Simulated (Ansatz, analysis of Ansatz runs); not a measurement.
# GeSe2O6 (P2_1/c), nudged elastic band: P_O exchanging with V_O (q = 0)

Wanted: path and barrier of a jump of P in GeSe2O6 (P2_1/c) at charge 0. The case: P_O exchanging with V_O, in a cell of 36 host atoms with 1 site emptied and P put on another atom's site.

Program: Ansatz 0.2.0. Level of theory: plane-wave PAW DFT, PBEsol; nudged elastic band between two relaxed defect structures. Results are calculated unless marked as measured.

**1. The starting structure**

The cell holds 35 atoms: 4 Ge, 8 Se, 22 O and 1 P. Its edges and angles: a = 8.476 Å, b = 8.476 Å, c = 8.840 Å, α = 70.4°, β = 109.6°, γ = 73.6°. It derives from GeSe2O6 (space group P2_1/c). Nearest the centre at fractional (0.864, 0.319, 0.669): Se7 at 1.13 Å, P24 at 1.29 Å, O15 at 2.25 Å, O14 at 2.64 Å, Ge1 at 2.80 Å, Ge4 at 3.14 Å, Se10 at 3.19 Å, O33 at 3.31 Å.

The cell's shortest repeat is 8.5 Å.

**2. Relaxation of the start point, charge 0**

The ends come first: from an unrelaxed start the top is counted from too high an energy, and the barrier comes out too low. Small random displacements break the symmetry of the ideal sites, so that the defect can distort if it gains by it. The cell holds an odd number of electrons, so the run is spin-polarised with the moment held at 1 μB.

q0_M1.start/input.yaml

```yaml
crystal:
  lattice:
    - [5.07717925, 6.78733022, -0.00408761]
    - [-5.07717925, 6.78733022, 0.00408761]
    - [-4.9500808, 0.0, 7.32442304]
  atoms:
    - { symbol: Ge, position: [0.0, 0.0, 0.0] }
    - { symbol: Ge, position: [0.5, 0.5, 0.0] }
    - { symbol: Ge, position: [0.25, 0.25, 0.5] }
    - { symbol: Ge, position: [0.75, 0.75, 0.5] }
    - { symbol: Se, position: [0.42942194, 0.74584727, 0.1986224] }
    - { symbol: Se, position: [0.92942194, 0.24584727, 0.1986224] }
    - { symbol: Se, position: [0.00415273, 0.32057806, 0.6986224] }
    - { symbol: Se, position: [0.50415273, 0.82057806, 0.6986224] }
    - { symbol: Se, position: [0.07057806, 0.75415273, 0.8013776] }
    - { symbol: Se, position: [0.57057806, 0.25415273, 0.8013776] }
    - { symbol: Se, position: [0.49584727, 0.17942194, 0.3013776] }
    - { symbol: Se, position: [0.99584727, 0.67942194, 0.3013776] }
    - { symbol: O, position: [0.43515533, 0.72813619, 0.00948972] }
    - { symbol: O, position: [0.93515533, 0.22813619, 0.00948972] }
    - { symbol: O, position: [0.02186381, 0.31484467, 0.50948972] }
    - { symbol: O, position: [0.52186381, 0.81484467, 0.50948972] }
    - { symbol: O, position: [0.06484467, 0.77186381, 0.99051028] }
    - { symbol: O, position: [0.56484467, 0.27186381, 0.99051028] }
    - { symbol: O, position: [0.47813619, 0.18515533, 0.49051028] }
    - { symbol: O, position: [0.97813619, 0.68515533, 0.49051028] }
    - { symbol: O, position: [0.11155669, 0.30591946, 0.25454751] }
    - { symbol: O, position: [0.61155669, 0.80591946, 0.25454751] }
    - { symbol: O, position: [0.44408054, 0.63844331, 0.75454751] }
    - { symbol: P, position: [0.94408054, 0.13844331, 0.75454751] }
    - { symbol: O, position: [0.38844331, 0.19408054, 0.74545249] }
    - { symbol: O, position: [0.88844331, 0.69408054, 0.74545249] }
    - { symbol: O, position: [0.05591946, 0.86155669, 0.24545249] }
    - { symbol: O, position: [0.55591946, 0.36155669, 0.24545249] }
    - { symbol: O, position: [0.25120127, 0.96935603, 0.0826288] }
    - { symbol: O, position: [0.75120127, 0.46935603, 0.0826288] }
    - { symbol: O, position: [0.28064397, 0.99879873, 0.5826288] }
    - { symbol: O, position: [0.24879873, 0.53064397, 0.9173712] }
    - { symbol: O, position: [0.74879873, 0.03064397, 0.9173712] }
    - { symbol: O, position: [0.21935603, 0.50120127, 0.4173712] }
    - { symbol: O, position: [0.71935603, 0.00120127, 0.4173712] }
basis:
  ecutwfc: 420
  xc_grid: 2
hamiltonian:
  xc: pbesol
kpoints:
  mp_grid: { grid: [1, 1, 1] }
magnetization:
  spin_polarized: true
  initial_magnetization: 1
  spin_locking: { lock_magnetization: hard }
scf:
  occupations: { method: fixed }
  max_iter: 60
output:
  forces: true
relax:
  f_tol: 0.015
  max_steps: 70
  random_displacement: { amplitude: 0.03, seed: 6083 }
```

On the command line:

```
ansatz run input.yaml --threads 4 --pin off --max-ram 7536MiB --backend cpu --events-out ev --progress --plain --runs-dir out
```

Numbers of over 12 decimals in the logs are rounded to 6 here.

Output:

```text
[... repeated set-up lines and file paths are left out, and long positions are rounded to six places ...]
The last accepted step is kept in <dir> (removed where the run ends without a failure and the disk answers)
Engine: ansatz 0.2.0, aarch64-unknown-linux-gnu
Pseudopotentials: kind: paw
Pseudopotential: Ge, paw, valence charge 14, recommended cutoff 420 eV (normal), Ge.paw.azcp
Pseudopotential: Se, paw, valence charge 16, recommended cutoff 420 eV (normal), Se.paw.azcp
Pseudopotential: O, paw, valence charge 6, recommended cutoff 420 eV (normal), O.paw.azcp
Pseudopotential: P, paw, valence charge 5, recommended cutoff 420 eV (normal), P.paw.azcp
Functional definition: PBEsol
  exchange = pbesol_x
  correlation = pbesol_c
Crystal: 35 atoms, lattice volume = 504.532 Å³
Basis set: ecut = 420 eV, 9837 PW (Γ), exchange–correlation on 120×120×120 points (8 copies of the dense FFT grid, shifted against one another)
Bands: 196, of which v1, the nominal top of the filled ones, is band 161 counted from 1 (160 counted from 0)
Symmetry: 1 space group operations
k-points: 1
Non-local potential: Ge, projectors of the file, l = 0: 2, l = 1: 2, l = 2: 3, l = 3: 1
Non-local potential: Se, projectors of the file, l = 0: 2, l = 1: 2, l = 2: 3, l = 3: 1
Non-local potential: O, projectors of the file, l = 0: 2, l = 1: 2, l = 2: 1
Non-local potential: P, projectors of the file, l = 0: 2, l = 1: 2, l = 2: 2
PAW form: soft (Blöchl's): semilocal exchange-correlation on the pseudo side does not see the compensation charge
PAW frozen core: Ge, regenerated for the run's functional, and the local potential with it (the file was generated under x = pbe(κ = 0.804, μ = 0.219515), c = pbe(β = 0.066725))
PAW frozen core: Se, regenerated for the run's functional, and the local potential with it (the file was generated under x = pbe(κ = 0.804, μ = 0.219515), c = pbe(β = 0.066725))
PAW frozen core: O, regenerated for the run's functional, and the local potential with it (the file was generated under x = pbe(κ = 0.804, μ = 0.219515), c = pbe(β = 0.066725))
PAW frozen core: P, regenerated for the run's functional, and the local potential with it (the file was generated under x = pbe(κ = 0.804, μ = 0.219515), c = pbe(β = 0.066725))
PAW one-centre angular grid: Ge, 590 points (default); XC on 64 Gauss nodes
PAW one-centre angular grid: Se, 590 points (default); XC on 64 Gauss nodes
PAW one-centre angular grid: O, 110 points (default); XC on 64 Gauss nodes
PAW one-centre angular grid: P, 110 points (default); XC on 64 Gauss nodes
Initial density: superposition of atomic densities (chi_scale 0.1, normalization cell, long waves kept (reshape's long-wave potential 0.50 eV rms))
Starting moments: Σ|m| = 1 μB on 35 of 35 sites
Initial wavefunctions: pseudopotential atomic-orbital guess
Functional: x = pbesol(κ = 0.804, μ = 0.123457), c = pbesol(β = 0.046)
SCF iter   1: F=—  HF=-73472.854944 eV  |F-HF|=—  |Δ(HF+E_count)|=         —  Δρ=4.56e-2 (↑4.48e-2 ↓4.56e-2)  dr2=4.86e1  dr2_m=9.75e-2  M=1.000 μB ∫|m|=1.058 μB  β_m=0.30  ethr=3.10e-3  ⟨swp⟩=5.0  Hψ=1250  notcnv=0  defer=66
preconditioner: auto → Resta (q_TF=auto, 2.530 Å⁻¹)  ε∞=3.8  [insulator: Δε(μ)=0.688 eV  Ē_g=13.929 eV  n_scr=140 (ndim 8)  ℏωp=23.4 eV  f_vac=0.155  ε∞_Penn≈3.8]
spin=Collinear: Resta preconditioning applied to the charge; magnetization (m = ρ↑ − ρ↓) channel mixes plain (no charge-response kernel on spin).
SCF iter   2: F=—  HF=-73463.226226 eV  |F-HF|=—  |Δ(HF+E_count)|=    9.63e0  Δρ=2.83e-2 (↑2.77e-2 ↓2.83e-2)  dr2=1.73e1  dr2_m=4.73e-2  M=1.000 μB ∫|m|=1.060 μB  β_m=0.49  ethr=3.10e-3  ⟨swp⟩=3.0  Hψ=673  notcnv=0  defer=67
SCF iter   3: F=—  HF=-73458.289924 eV  |F-HF|=—  |Δ(HF+E_count)|=    4.94e0  Δρ=8.17e-3 (↑8.17e-3 ↓8.14e-3)  dr2=9.77e-1  dr2_m=1.76e-2  M=1.000 μB ∫|m|=1.078 μB  β_m=0.55  ethr=3.10e-3  ⟨swp⟩=3.0  Hψ=1000  notcnv=0  defer=66
SCF iter   4: F=—  HF=-73458.109728 eV  |F-HF|=—  |Δ(HF+E_count)|=   1.80e-1  Δρ=2.93e-3 (↑2.93e-3 ↓2.93e-3)  dr2=1.13e-1  dr2_m=1.84e-3  M=1.000 μB ∫|m|=1.092 μB  β_m=0.65  ethr=3.04e-4  ⟨swp⟩=3.0  Hψ=666  notcnv=0  defer=67
SCF iter   5: F=—  HF=-73458.119733 eV  |F-HF|=—  |Δ(HF+E_count)|=   1.00e-2  Δρ=1.15e-3 (↑1.15e-3 ↓1.06e-3)  dr2=2.48e-2  dr2_m=2.11e-4  M=1.000 μB ∫|m|=1.100 μB  β_m=0.65  ethr=3.53e-5  ⟨swp⟩=3.0  Hψ=580  notcnv=0  defer=67
SCF iter   6: F=—  HF=-73458.122572 eV  |F-HF|=—  |Δ(HF+E_count)|=   2.84e-3  Δρ=5.61e-4 (↑5.61e-4 ↓5.61e-4)  dr2=6.41e-3  dr2_m=1.55e-5  M=1.000 μB ∫|m|=1.102 μB  β_m=0.64  ethr=7.72e-6  ⟨swp⟩=3.0  Hψ=568  notcnv=0  defer=67
SCF iter   7: F=—  HF=-73458.123758 eV  |F-HF|=—  |Δ(HF+E_count)|=   1.19e-3  Δρ=1.90e-4 (↑1.90e-4 ↓1.79e-4)  dr2=7.64e-4  dr2_m=2.31e-6  M=1.000 μB ∫|m|=1.102 μB  β_m=0.69  ethr=2.00e-6  ⟨swp⟩=3.0  Hψ=540  notcnv=0  defer=67
SCF iter   8: F=—  HF=-73458.124680 eV  |F-HF|=—  |Δ(HF+E_count)|=   9.22e-4  Δρ=8.58e-5 (↑8.49e-5 ↓8.58e-5)  dr2=1.69e-4  dr2_m=3.80e-7  M=1.000 μB ∫|m|=1.102 μB  β_m=0.69  ethr=2.38e-7  ⟨swp⟩=2.0  Hψ=630  notcnv=0  defer=66
SCF iter   9: F=—  HF=-73458.124841 eV  |F-HF|=—  |Δ(HF+E_count)|=   1.61e-4  Δρ=4.12e-5 (↑4.07e-5 ↓4.12e-5)  dr2=3.65e-5  dr2_m=7.37e-8  M=1.000 μB ∫|m|=1.102 μB  β_m=0.70  ethr=5.28e-8  ⟨swp⟩=2.0  Hψ=560  notcnv=0  defer=67
SCF iter  10: F=—  HF=-73458.124870 eV  |F-HF|=—  |Δ(HF+E_count)|=   2.90e-5  Δρ=2.33e-5 (↑2.29e-5 ↓2.33e-5)  dr2=1.13e-5  dr2_m=3.40e-8  M=1.000 μB ∫|m|=1.102 μB  β_m=0.66  ethr=1.14e-8  ⟨swp⟩=3.0  Hψ=595  notcnv=0  defer=67
SCF iter  11: F=-73458.124878 eV  HF=-73458.124877 eV  |F-HF|=1.61e-6  |Δ(HF+E_count)|=   6.47e-6  Δρ=7.58e-6 (↑7.46e-6 ↓7.58e-6)  dr2=1.39e-6  dr2_m=5.15e-9  M=1.000 μB ∫|m|=1.102 μB  ethr=1.75e-9  ⟨swp⟩=4.0  Hψ=1107  notcnv=0
SCF 1 converged in 11 iterations: F = -73458.124878 eV  dr2 = 1.39e-6
  greatest PAW one-centre occupation: 1.000 electrons in one spin orbital (limit 2), on the Se atom at site 6 (counted from 0), in its partial waves of l = 2
relax step   1: F+E_penalty+E_count = -73458.12487823 eV  Δ(F+E_penalty+E_count) = +0.000e0 eV  max|allowed force component| = 1.957e1 eV/Å  Δτ_max = 0.0000 Å  (11 SCF iters, dr2 threshold 5.63e-6 eV, accepted)
[... the SCF cycles and remarks between the steps are left out from here to the last step ...]
relax step   2: F+E_penalty+E_count = -73462.64932940 eV  Δ(F+E_penalty+E_count) = -4.524e0 eV  max|allowed force component| = 3.446e0 eV/Å  Δτ_max = 0.1947 Å  (7 SCF iters, dr2 threshold 1.00e-4 eV, accepted)
[...]
SCF iter   2: F=—  HF=-73464.141610 eV  |F-HF|=—  |Δ(HF+E_count)|=   8.12e-5  Δρ=2.21e-4 (↑2.14e-4 ↓2.21e-4)  dr2=2.78e-4  dr2_m=4.00e-6  M=1.000 μB ∫|m|=1.099 μB  β_m=0.56  ethr=2.02e-7  ⟨swp⟩=1.5  Hψ=431  notcnv=0  defer=67
SCF iter   3: F=—  HF=-73464.141564 eV  |F-HF|=—  |Δ(HF+E_count)|=   4.65e-5  Δρ=5.88e-5 (↑5.87e-5 ↓5.88e-5)  dr2=4.58e-5  dr2_m=3.41e-7  M=1.000 μB ∫|m|=1.099 μB  β_m=0.52  ethr=8.67e-8  ⟨swp⟩=2.0  Hψ=569  notcnv=0  defer=67
SCF iter   4: F=—  HF=-73464.141820 eV  |F-HF|=—  |Δ(HF+E_count)|=   2.56e-4  Δρ=1.31e-5 (↑1.28e-5 ↓1.31e-5)  dr2=2.36e-6  dr2_m=4.08e-8  M=1.000 μB ∫|m|=1.099 μB  β_m=0.73  ethr=1.43e-8  ⟨swp⟩=2.0  Hψ=547  notcnv=0  defer=67
SCF iter   5: F=—  HF=-73464.141820 eV  |F-HF|=—  |Δ(HF+E_count)|=   5.86e-7  Δρ=7.14e-6 (↑7.14e-6 ↓6.95e-6)  dr2=9.83e-7  dr2_m=2.18e-9  M=1.000 μB ∫|m|=1.099 μB  β_m=0.64  ethr=7.35e-10  ⟨swp⟩=2.5  Hψ=573  notcnv=0  defer=67
iter 6 did not close the SCF: its close was put off for a magnetic moment that had not settled (scf_convergence_deferred on its scf_iter line)
SCF iter   6: F=-73464.141820 eV  HF=-73464.141820 eV  |F-HF|=2.18e-10  |Δ(HF+E_count)|=   1.21e-7  Δρ=1.99e-6 (↑1.88e-6 ↓1.99e-6)  dr2=6.57e-8  dr2_m=6.19e-10  M=1.000 μB ∫|m|=1.099 μB  β_m=0.65  ethr=3.12e-11  ⟨swp⟩=2.5  Hψ=1240  notcnv=0
SCF iter   7: F=-73464.141820 eV  HF=-73464.141820 eV  |F-HF|=8.28e-9  |Δ(HF+E_count)|=   1.98e-8  Δρ=8.30e-7 (↑8.30e-7 ↓8.05e-7)  dr2=1.25e-8  dr2_m=1.35e-10  M=1.000 μB ∫|m|=1.099 μB  ethr=2.05e-11  ⟨swp⟩=2.0  Hψ=982  notcnv=0
SCF 12 converged in 7 iterations: F = -73464.141820 eV  dr2 = 1.25e-8
relax step  12: F+E_penalty+E_count = -73464.14182030 eV  Δ(F+E_penalty+E_count) = -8.806e-5 eV  max|allowed force component| = 1.292e-2 eV/Å  Δτ_max = 0.0053 Å  (7 SCF iters, accepted)
SCF converged after 7 iterations
Stability checked in part: among states of this total moment the steps that led to this state did not find it unstable. No probe was made; neither looks for a lower state of another moment (fixed_total_moment; see scf.lower_state_search)
Magnetization: 1.0000 μB (161.0000 up, 160.0000 down)
Absolute magnetization: 1.0987 μB (∫|ρ↑−ρ↓|, with the PAW one-centre terms)
Spin contamination: 0.0032 ħ² per cell (⟨S²⟩ above its minimum at these occupations)
Per-site moments (μB) at R_I (Å): [(0.0011729, 0.767970), (-0.00011586, 0.774474), (0.00253951, 0.770632), [... 32 left out ...]
Free energy (F): -73464.141820 eV
Harris-Foulkes:  -73464.141820 eV  (|F-HF|=8.28e-9)
Internal energy: -73464.141820 eV  (E = F + TS)
E sigma→0 (E₀):  -73464.141820 eV
Fermi energy:    6.646330 (↑ 6.646330, ↓ 5.723276) eV
--- Per-component energies (eV) ---
  E_band       = -4683.685107
  E_kinetic    = 5290.261397
  E_local      = -44415.413931  (includes V_loc(G=0)·N_el)
  E_nonlocal   = -1879.497221
  E_hartree    = 19932.433003
  E_xc         = -2768.830690
  E_vxc        = -3134.723962  (∫ρ·V_xc dr)
  E_paw        = -26825.228068  (= ΣΔE_a)
  E_vpaw       = -409.228824  (= ΣTr[D̂ρ^β])
  E_aug_tail   = 0.049372  (compensation charges beyond the density's cutoff)
  E_ewald      = -22810.477461
  E_core_change = 12.561778  (= ΣΔE_core)
  E_smearing   = -0.000000  (= −TS)
  E_closure    = 0.000000  (closes the sum)
  Σ components = -73464.141820   (vs F -73464.141820, Δ=0.00e0)
--- Forces (eV/Å), atoms counted from 1 ---
  atom   1  Ge    -0.00026263    -0.00327839     0.00380549
  atom   2  Ge     0.00076650    -0.00040074    -0.00557554
  atom   3  Ge     0.00623252     0.00030494    -0.00102316
  atom   4  Ge    -0.00224047     0.00164255    -0.00040739
  atom   5  Se     0.00183031    -0.00343969    -0.00148325
  atom   6  Se     0.00213149     0.00453047     0.00112361
  atom   7  Se     0.00259993    -0.00367929    -0.00772832
  atom   8  Se     0.00042935     0.00064405     0.00548412
  atom   9  Se     0.01292069     0.00649856     0.00532324
  atom  10  Se     0.00144433    -0.00118644     0.00528314
  atom  11  Se    -0.00355039     0.00112406     0.00045848
  atom  12  Se    -0.00120606     0.00510640    -0.00591306
  atom  13  O     -0.00373725     0.00068920     0.00136097
  atom  14  O      0.00173742    -0.00316586    -0.00522422
  atom  15  O     -0.00668618     0.00093559     0.00559550
  atom  16  O      0.00211873    -0.00097321    -0.00349496
  atom  17  O     -0.00466787     0.00049948    -0.00121390
  atom  18  O     -0.00419703     0.00263087    -0.00079145
  atom  19  O      0.00033943    -0.00283973     0.00042849
  atom  20  O      0.00062477     0.00393079     0.00136344
  atom  21  O     -0.00052743     0.00013237     0.00139286
  atom  22  O      0.00040875     0.00389373     0.00719680
  atom  23  O     -0.00008353     0.00414111    -0.00055192
  atom  24  P     -0.00395685     0.00197757    -0.00106482
  atom  25  O     -0.00205779    -0.00130616    -0.00283338
  atom  26  O     -0.00063661    -0.00461699    -0.00414281
  atom  27  O     -0.00050458    -0.00301407     0.00300589
  atom  28  O      0.00019137    -0.00000259     0.00291836
  atom  29  O      0.00121394     0.00028288    -0.00248481
  atom  30  O     -0.00117313    -0.00360813    -0.00063600
  atom  31  O      0.00148509    -0.00087867     0.00077725
  atom  32  O     -0.00266144    -0.00554439    -0.00219499
  atom  33  O     -0.00091295     0.00173490    -0.00224426
  atom  34  O      0.00098076    -0.00243252     0.00010460
  atom  35  O      0.00156405    -0.00033881     0.00337283
  max |Σ_I F_I| component: 4.28e-5 eV/Å
--- Relaxed structure (12 steps of the walk, 10 accepted, 0 SCFs on fresh bases) ---
  F+E_penalty+E_count = -73464.14182030 eV   max|allowed force component| = 1.292e-2 eV/Å
  atoms:
    - { symbol: Ge, position: [0.000830, -0.004440, 0.005480] }
    - { symbol: Ge, position: [0.502175, 0.501058, -0.000317] }
    - { symbol: Ge, position: [0.250775, 0.257838, 0.498224] }
    - { symbol: Ge, position: [0.754048, 0.769180, 0.493579] }
    - { symbol: Se, position: [0.426989, 0.734295, 0.205667] }
    - { symbol: Se, position: [0.930827, 0.249968, 0.200878] }
    - { symbol: Se, position: [-0.001000, 0.347838, 0.686527] }
    - { symbol: Se, position: [0.503523, 0.824966, 0.695566] }
    - { symbol: Se, position: [0.083142, 0.746835, 0.815078] }
    - { symbol: Se, position: [0.579169, 0.237604, 0.817368] }
    - { symbol: Se, position: [0.480439, 0.192776, 0.287799] }
    - { symbol: Se, position: [1.006096, 0.674411, 0.308136] }
    - { symbol: O, position: [0.429350, 0.726728, 0.010941] }
    - { symbol: O, position: [0.931188, 0.228674, 0.011502] }
    - { symbol: O, position: [0.017029, 0.362908, 0.483658] }
    - { symbol: O, position: [0.536712, 0.796419, 0.517817] }
    - { symbol: O, position: [0.078380, 0.750143, 1.007986] }
    - { symbol: O, position: [0.568579, 0.270097, 0.999805] }
    - { symbol: O, position: [0.478346, 0.176516, 0.488163] }
    - { symbol: O, position: [0.983229, 0.695297, 0.492075] }
    - { symbol: O, position: [0.113044, 0.311552, 0.251474] }
    - { symbol: O, position: [0.637110, 0.754898, 0.282413] }
    - { symbol: O, position: [0.444366, 0.642624, 0.754532] }
    - { symbol: P, position: [0.879094, 0.152991, 0.688690] }
    - { symbol: O, position: [0.387551, 0.193349, 0.746127] }
    - { symbol: O, position: [0.884700, 0.707894, 0.738880] }
    - { symbol: O, position: [0.062915, 0.861000, 0.249096] }
    - { symbol: O, position: [0.547690, 0.369300, 0.244039] }
    - { symbol: O, position: [0.263771, 0.961356, 0.095226] }
    - { symbol: O, position: [0.750187, 0.473249, 0.084252] }
    - { symbol: O, position: [0.279145, 1.004582, 0.574887] }
    - { symbol: O, position: [0.253259, 0.520619, 0.917981] }
    - { symbol: O, position: [0.745149, 0.009885, 0.947241] }
    - { symbol: O, position: [0.234510, 0.504586, 0.419108] }
    - { symbol: O, position: [0.704690, 0.015408, 0.390398] }
```

Elapsed: 88 s, on 4 threads of Arm Neoverse N1, shared host; peak memory 0.9 GiB.

Step by step:

| step | energy less that of the first step (eV) | largest force component (eV/Å) |
| --- | --- | --- |
| 1 | 0.0000 | 19.5706 |
| 2 | -4.5245 | 3.4455 |
| 3 | -5.4938 | 1.0718 |
| 4 | -5.9176 | 0.4086 |
| 5 | -5.9769 | 0.4062 |
| 6 | -5.9996 | 0.2598 |
| 7 | -5.9850 | 0.3559 |
| 8 | -6.0141 | 0.0583 |
| 9 | -6.0164 | 0.0415 |
| 10 | -6.0163 | 0.0673 |
| 11 | -6.0169 | 0.0209 |
| 12 | -6.0169 | 0.0129 |

Relaxation steps 7, 10 were tried and not accepted.

The atoms that moved most (Å, from the sites as typed, ahead of the random displacement, the mean shift of all atoms taken out):

```
atom      dx      dy      dz  length
 P24  -0.077  -0.348  -0.481   0.598
 O15  -0.140   0.288  -0.188   0.371
 O22   0.252  -0.178   0.205   0.371
 O33  -0.060  -0.171   0.220   0.285
 Se7  -0.104   0.144  -0.087   0.198
 O35  -0.012  -0.009  -0.196   0.197
 O17   0.093  -0.061   0.129   0.171
 Ge4  -0.044   0.152  -0.045   0.165
```

Final coordinates:

```xyz
35
Lattice="5.0772 6.7873 -0.0041 -5.0772 6.7873 0.0041 -4.9501 0.0000 7.3244" Properties=species:S:1:pos:R:3 pbc="T T T"
Ge   -0.0004   -0.0245    0.0401
Ge    0.0072    6.8093   -0.0023
Ge   -2.5021    3.4521    3.6492
Ge   -2.5201   10.3387    3.6152
Se   -2.5783    7.8820    1.5077
Se    2.4625    8.0144    1.4685
Se   -5.1695    2.3541    5.0298
Se   -5.0751    9.0169    5.0959
Se   -7.4044    5.6333    5.9727
Se   -2.3118    5.5437    5.9854
Se    0.0359    4.5693    2.1068
Se    0.1587   11.4062    2.2556
O    -1.5640    7.8467    0.0814
O     3.5099    7.8724    0.0814
O    -4.1502    2.5788    3.5439
O    -3.8818    9.0484    3.7938
O    -8.4003    5.6235    7.3857
O    -3.4337    5.6924    7.3218
O    -0.8840    4.4448    3.5743
O    -0.9739   11.3927    3.6030
O    -2.2527    2.8819    1.8427
O    -1.9960    9.4480    2.0690
O    -4.7416    7.3778    5.5273
P     0.2775    7.0051    5.0413
O    -2.7074    3.9428    5.4642
O    -2.7598   10.8095    5.4111
O    -5.2851    6.2709    1.8277
O    -0.3023    6.2239    1.7867
O    -4.0131    8.3153    0.7003
O     0.9890    8.3039    0.6160
O    -6.5289    8.7131    4.2137
O    -5.9015    5.2526    6.7248
O    -0.9559    5.1247    6.9350
O    -3.4458    5.0165    3.0708
O     1.5671    4.8875    2.8566
```

Neighbours of P24 at the end:

```
atom  distance (Å)
 Se7         2.168
 Ge1         2.337
 O15         2.872
 O33         2.940
 Se9         2.974
 O14         3.049
 O17         3.090
Se10         3.120
 O19         3.171
```

Read from the output:

```yaml
free_energy: -73464.1418 eV
total_moment: 1 μB
integral_of_the_absolute_spin_density: 1.099 μB
spin_contamination: 0.003168
largest_move_from_the_ideal_geometry_of_this_structure_a_common_shift_of_the_far_atoms_taken_out: 0.6233 Å
```

The relaxation gained 6.017 eV and ended with a largest force component of 0.013 eV/Å.

[end of part 1 of 4]

[Logs are printed without paths, hosts, clocks, repeated set-up lines and the standing remarks that a program may print on its own settings, such as how far it seeks lower states.]

[Hosts, paths, dates, database ids (printed as entryN), source tags and the programs' standing remarks are cut or masked in the printed files.]
